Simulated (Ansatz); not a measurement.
# Direct or indirect: ZnO (P6_3mc)

Space group P6_3mc (No. 186). a = 3.249 Å, b = 3.249 Å, c = 5.206 Å, α = 90.00°, β = 90.00°, γ = 120.00°
```tsv
atom	site	symmetry	x	y	z
Zn	2b	3m.	0.6667	0.3333	0.0000
O	2b	3m.	0.3333	0.6667	0.8790
```

Method: Ansatz, PBE, independent particles, without spin-orbit coupling, line width 0.2 eV (Gaussian). The band structure gives a fundamental gap of 0.80 eV. The spectrum of vertical transitions near the edge:

```json
{"E (eV)": "0.36", "Im ε, E ∥ xy": "0.00", "Im ε, E ∥ z": "0.00"}
{"E (eV)": "0.48", "Im ε, E ∥ xy": "0.01", "Im ε, E ∥ z": "0.00"}
{"E (eV)": "0.60", "Im ε, E ∥ xy": "0.06", "Im ε, E ∥ z": "0.02"}
{"E (eV)": "0.72", "Im ε, E ∥ xy": "0.26", "Im ε, E ∥ z": "0.12"}
{"E (eV)": "0.84", "Im ε, E ∥ xy": "0.66", "Im ε, E ∥ z": "0.40"}
{"E (eV)": "0.96", "Im ε, E ∥ xy": "1.10", "Im ε, E ∥ z": "0.84"}
{"E (eV)": "1.08", "Im ε, E ∥ xy": "1.41", "Im ε, E ∥ z": "1.25"}
{"E (eV)": "1.20", "Im ε, E ∥ xy": "1.57", "Im ε, E ∥ z": "1.51"}
{"E (eV)": "1.32", "Im ε, E ∥ xy": "1.63", "Im ε, E ∥ z": "1.64"}
{"E (eV)": "1.44", "Im ε, E ∥ xy": "1.65", "Im ε, E ∥ z": "1.71"}
{"E (eV)": "1.56", "Im ε, E ∥ xy": "1.65", "Im ε, E ∥ z": "1.74"}
{"E (eV)": "1.68", "Im ε, E ∥ xy": "1.64", "Im ε, E ∥ z": "1.75"}
{"E (eV)": "1.80", "Im ε, E ∥ xy": "1.62", "Im ε, E ∥ z": "1.75"}
{"E (eV)": "1.92", "Im ε, E ∥ xy": "1.59", "Im ε, E ∥ z": "1.74"}
{"E (eV)": "2.04", "Im ε, E ∥ xy": "1.57", "Im ε, E ∥ z": "1.72"}
```

Task: Is the gap direct or indirect, and about where do vertical transitions set in?

Result: Direct: the band path has its least direct gap at the fundamental one, 0.80 eV, and the curves rise from there. Lines are broadened by 0.2 eV, which spreads the edge.

[Logs are printed without paths, hosts, clocks, repeated set-up lines and the standing remarks that a program may print on its own settings, such as how far it seeks lower states.]
